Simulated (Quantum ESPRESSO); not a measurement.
# V (Im-3m): pw.x, ph.x and EPW, part 3 of 3

The plan: phonons and Wannier functions of V (Im-3m), and, if the interpolated phonons are stable, its coupling and resistivity.

Quantum ESPRESSO 7.5; DFT PBE, scalar-relativistic, plane waves, PseudoDojo 0.4.1 norm-conserving pseudopotentials.

So far, highest frequency, solved or plainly interpolated (cm⁻¹): step 4 (phonons on the coarse mesh) 256.

## 7. Wannier functions and couplings

Projections V s, p, d start 9 Wannier functions; states up to 2.5 eV over the Fermi level are frozen, and the projected functions are kept without the localisation step. Hamiltonian, force constants and couplings go to real space.

Input file epw1.in:

```
--
&INPUTEPW
  prefix        = 'x'
  outdir        = './tmp'
  dvscf_dir     = './save'
  elph          = .true.
  etf_mem       = 1
  nbndsub       = 9
  bands_skipped = 'exclude_bands = 1-4'
  use_ws        = .true.
  vme           = 'wannier'
  asr_typ       = 'crystal'
  nk1           = 8
  nk2           = 8
  nk3           = 8
  nq1           = 4
  nq2           = 4
  nq3           = 4
  amass(1)      = 50.9415
  epwwrite      = .true.
  epwread       = .false.
  wannierize    = .true.
  num_iter      = 0
  dis_win_max   = 56.7
  dis_froz_max  = 19.203
  proj(1)       = 'V:s;p;d'
  wdata(1)      = 'dis_num_iter = 600'
  wdata(2)      = 'guiding_centres = .true.'
  wdata(3)      = 'num_print_cycles = 50'
  wdata(4)      = 'dis_mix_ratio = 0.7'
  band_plot     = .true.
  filkf         = 'path.dat'
  filqf         = 'path.dat'
  fsthick       = 100.0
  efermi_read   = .true.
  fermi_energy  = 16.7032
/
```

Command:

```
$ OMP_NUM_THREADS=1 mpirun -n 8 epw.x -nk 8 -in epw1.in > epw1.out
```

The program printed:

```text
[the first part of the log is left out]
     Number of WS vectors for phonons       89
     Number of WS vectors for electron-phonon       89
     Maximum number of cores for efficient parallelization       89
     Inside velocity step 1
     Velocity matrix elements calculated
     Writing Hamiltonian, Dynamical matrix and EP vertex in Wann rep to file
     ===================================================================
     Memory usage:  VmHWM =       260Mb
                   VmPeak =       729Mb
     ===================================================================
     Using q-mesh file: path.dat
     WARNING: q-point weigths do not add up to 1 [loadqmesh_serial]
     Size of q point mesh for interpolation:         77
     Using k-mesh file: path.dat
     WARNING: k-point weigths do not add up to 1 [loadkmesh_para]
     Size of k point mesh for interpolation:         77
     Fermi energy coarse grid =  16.688848 eV
     ===================================================================
     Fermi energy is read from the input file: Ef =  16.703200 eV
     ===================================================================
     Skipping    4 occupied bands:
     The Fermi level will be determined with   5.00000 electrons
              ibndmin =     1  ebndmin =    10.073 eV
              ibndmax =     9  ebndmax =    49.156 eV
     Number of ep-matrix elements per pool :         2430 ~=   18.98 Kb (@ 8 bytes/ DP)
     We only need to compute       77 q-points
     ===================================================================
     Memory usage:  VmHWM =       260Mb
                   VmPeak =       729Mb
     ===================================================================
```

Elapsed: 8 min, on 8 MPI ranks of Arm Neoverse N1, shared host.

Numbers from this step:

| Quantity | Value |
| --- | --- |
| r.m.s. error of the interpolated bands from 2 eV under to 1 eV over the Fermi level | 2.9 meV |
| largest error in that range | 16.5 meV |
| lowest interpolated frequency on the path | -32.9 cm⁻¹ |

Electronic bands along the path, in eV, zero at the Fermi level; # counts the bands kept:

```
          point     #1     #2     #3    #4    #5     #6
              Γ  -6.63   0.40   0.40  0.40  2.42   2.42
        halfway  -2.94  -0.58   0.84  0.84  1.97   3.61
              H  -3.02  -3.02   3.73  3.73  3.73  10.18
0.46 of the way  -2.30  -1.82   1.03  1.68  3.90   7.46
              N  -3.21  -1.15   1.60  2.42  2.78   4.13
0.46 of the way  -4.23  -0.52  -0.06  2.12  2.25   2.56
              Γ  -6.63   0.40   0.40  0.40  2.42   2.42
        halfway  -3.51  -0.76  -0.76  2.44  2.44   3.34
              P  -1.14  -1.14  -1.14  2.85  2.85  10.39
        halfway  -1.45  -1.45  -0.82  2.77  2.77   9.21
              H  -3.02  -3.02   3.73  3.73  3.73  10.18
```

The same for Wannier interpolation:

```
point     #1     #2     #3    #4    #5     #6
    Γ  -6.63   0.40   0.40  0.40  2.42   2.42
    H  -3.02  -3.02   3.73  3.73  3.73  10.18
    N  -3.21  -1.15   1.60  2.42  2.87   4.13
    Γ  -6.63   0.40   0.40  0.40  2.42   2.42
    P  -1.14  -1.14  -1.14  2.85  2.85  10.40
    H  -3.02  -3.02   3.73  3.73  3.73  10.18
```

The first set of electronic bands as a text plot (rows in eV, shown from -6.6 to 8.0 only):

```
    7.7 |
    7.1 |          *
    6.5 |         *        *                      *
    5.9 |                   *
    5.3 |                                        *
    4.6 |        *           *
    4.0 |       *      ***********              *
    3.4 |     **   *****       *  *            *             ****
    2.8 |  ***   ****   *       *****         *  ************
    2.2 |***   ** *      **  ********************             *
    1.6 |     *  *        ***   *    *       *
    1.0 |   ** **             ** *    **   **                *
    0.4 |******            * *    *   ******                *
   -0.2 |                   *      ****     **
   -0.8 |      **           ********          ***  ******* *
   -1.4 |        *         *                     **** ******
   -2.1 |        **       **                     *          **
   -2.7 |      ** ***   *** **                  *             **
   -3.3 |            ***      *****            *                *
   -3.9 |     *                    *          *
   -4.5 |    *                      **
   -5.1 |   *                                *
   -5.7 |                             *     *
   -6.3 |***                           *****
         Γ            H         N        Γ           P          H
```

The phonon branches at the labelled points (cm⁻¹):

```
          point  branch 1  branch 2  branch 3
              Γ         0         0         0
        halfway       143       143       238
              H       256       256       256
0.46 of the way       175       210       243
              N       170       189       226
0.46 of the way       113       119       174
              Γ         0         0         0
        halfway        86        86       210
              P       189       189       189
        halfway       168       198       198
              H       256       256       256
```

The phonon branches as a text plot (rows in cm⁻¹):

```
    250 |           *******                                   ***
    238 |     **  **    *  **                                 *
    226 |       *   *   ***  ****               ***          *
    214 |    *   * *     *       *             *   *        *
    202 |        **        *                        *      * *
    190 |   *             * *******           *      ****** *
    178 |                          **              ** *
    166 |       *          *  ****   *                 *****
    153 |                   **    *          *
    141 |      *                   *              *
    129 |  *                       *  *          *
    117 |                           *       *
    105 |                            *
     93 |                              *   *    *
     81 | *   *                      *         *
     69 |                             * *     *
     57 |                              *     *
     45 |*   *                              *
     33 |                               * **
     21 |                             *
      9 |                                 *
     -3 |                                *
    -15 |*  *
    -27 | **                           **
         Γ            H         N        Γ           P          H
```

Near the Fermi level the interpolated bands miss those of pw.x by 3 meV r.m.s. and 16 meV at most, each level matched to the nearest interpolated one; the r.m.s. value is under the 60 meV set for going on. The interpolated phonons go imaginary on the path, to 32.9i cm⁻¹.

## 8. Outcome

```
lowest solved frequency off the zone centre : 98.2 cm⁻¹
lowest interpolated frequency on the path   : -32.9 cm⁻¹
band error of the Wannier functions         : 3 meV r.m.s.
```

What this shows: Step 7: Of the bands kept, 2 cross the Fermi level on this path. Step 7: The highest branch reaches 256 cm⁻¹ on this path, at H. Step 7: A branch goes imaginary (drawn negative), down to -32.9 cm⁻¹ between Γ and H, between computed points or near Γ, where interpolation can make such dips. Off the zone centre all modes solved on the 4×4×4 mesh are real, but the Fourier interpolation between them turns a branch imaginary, down to 32.9i cm⁻¹. Force constants of long range, as near Kohn anomalies, are cut off by so coarse a mesh; a finer q mesh is needed before couplings can be summed, so the chain stops without λ or ρ.

[The logs of pw.x and epw.x are selected lines.]

[Logs are printed without paths, hosts, clocks, repeated set-up lines and the standing remarks that a program may print on its own settings, such as how far it seeks lower states.]

[Hosts, paths, dates, database ids (printed as entryN), source tags and the programs' standing remarks are cut or masked in the printed files.]
